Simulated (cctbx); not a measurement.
## Accept or mend?

Cell a = 13.2210 Å, b = 13.2210 Å, c = 5.2810 Å, α = 90.00°, β = 90.00°, γ = 90.00°; space group I4/mmm (no. 139).

The data are simulated with cctbx, not measured: synchrotron X-rays, λ = 0.4959 Å, to d = 0.7 Å, 95 % of the full sphere, strongest reflection 70000 counts, noise from counting, a 4 % proportional error and a noise floor of 4 counts (s.d.); no absorption.

An anisotropic refinement with weights 1/σ² prints:

```text
Rint 0.034, 443 unique reflections to 0.70 A
cycle     R1     wR2    GooF  max shift (A)
   1  0.1920  0.5045  27.533   0.00965
   2  0.1908  0.4581  24.998   0.00024
final R1 0.1907 wR2 0.4581 GooF 24.997  parameters 24  data/parameter 18.5
atom        x        y        z      Ueq    occ   su(xyz)  su(Uiso or U11)
Ir1    0.85134  0.35134  0.25000  -0.0031  1.000  0.00011  0.0013  NPD
Ge1    0.00000  0.28173  0.00000   0.0017  1.000  0.00073  0.0032  NPD
Ge2    0.19925  0.80075  0.50000   0.0037  1.000  0.00049  0.0024  NPD
Ge3    0.00000  0.00000  0.24982  -0.0026  1.000  0.00179  0.0032  NPD
Ge4    0.00000  0.59716  0.50000   0.0036  1.000  0.00067  0.0048
Ti1    0.36424  0.63576  0.50000  -0.0005  1.000  0.00075  0.0035  NPD
difference map: max 120.28 min -7.55 rms 5.64
Q1    0.0000  0.1904  0.5000    8  121.41  2.64 A from Ge2
Q2    0.1480  0.3520  0.2500   16   70.63  0.01 A from Ir1
Q3    0.2007  0.2007  0.5000    8   42.74  0.03 A from Ge2
Q4    0.0000  0.3977  0.5000    8   40.97  0.07 A from Ge4
Q5    0.0000  0.2777  0.0000    8   36.59  0.05 A from Ge1
Q6    0.1335  0.1335  0.0000    8   21.34  0.04 A from Ti1
```

**Question.** Can this result stand? If not, what is the likely fault?

Mend it. The fault: an atom left out, Ti at (0, 0.8097, 1/2). Against the right model at the same level, R1 goes from 0.0069 to 0.1907 and GooF from 0.98 to 25.00, U of Ge3 shrinks from 0.0075 to -0.0026 Å², U of Ir1 shrinks from 0.0051 to -0.0031 Å², the top difference peak, 121.4 e/Å³, lies 2.64 Å from Ge2 and Ir1, Ge1, Ge2, Ge3 and Ti1 go non-positive-definite. Q1 is the missing atom. With scattering power missing, scale and phases suffer, so peaks may also grow on the heavy atoms.

The compound is Ti4Ge7Ir4. The right model at the same level gives:

```text
Rint 0.034, 443 unique reflections to 0.70 A
cycle     R1     wR2    GooF  max shift (A)
   1  0.0161  0.0539   2.958   0.00079
   2  0.0069  0.0178   0.976   0.00000
final R1 0.0069 wR2 0.0178 GooF 0.976  parameters 28  data/parameter 15.8
atom        x        y        z      Ueq    occ   su(xyz)  su(Uiso or U11)
Ir1    0.85140  0.35140  0.25000   0.0051  1.000  0.00000  0.0000
Ge1    0.00000  0.28107  0.00000   0.0072  1.000  0.00002  0.0001
Ge2    0.19981  0.80019  0.50000   0.0077  1.000  0.00002  0.0001
Ge3    0.00000  0.00000  0.24932   0.0075  1.000  0.00007  0.0001
Ge4    0.00000  0.59791  0.50000   0.0084  1.000  0.00002  0.0001
Ti1    0.00000  0.80971  0.50000   0.0085  1.000  0.00004  0.0002
Ti2    0.36452  0.63548  0.50000   0.0058  1.000  0.00003  0.0001
difference map: max 1.00 min -0.83 rms 0.18
Q1    0.0000  0.5000  0.1419    8    1.04  1.50 A from Ge4
Q2    0.1818  0.1818  0.0000    8    0.75  0.87 A from Ti2
Q3    0.1470  0.1470  0.4007   16    0.71  1.12 A from Ge2
Q4    0.0000  0.3490  0.0000    8    0.71  0.90 A from Ge1
Q5    0.1618  0.3231  0.5000   16    0.63  1.38 A from Ir1
Q6    0.2111  0.2111  0.2413   16    0.60  1.38 A from Ge2
```

This is a model crystal, built by substitution and not relaxed, with assumed displacement parameters.

[Middle refinement cycles are left out of these outputs.]

[Logs are printed without paths, hosts, clocks, repeated set-up lines and the standing remarks that a program may print on its own settings, such as how far it seeks lower states.]
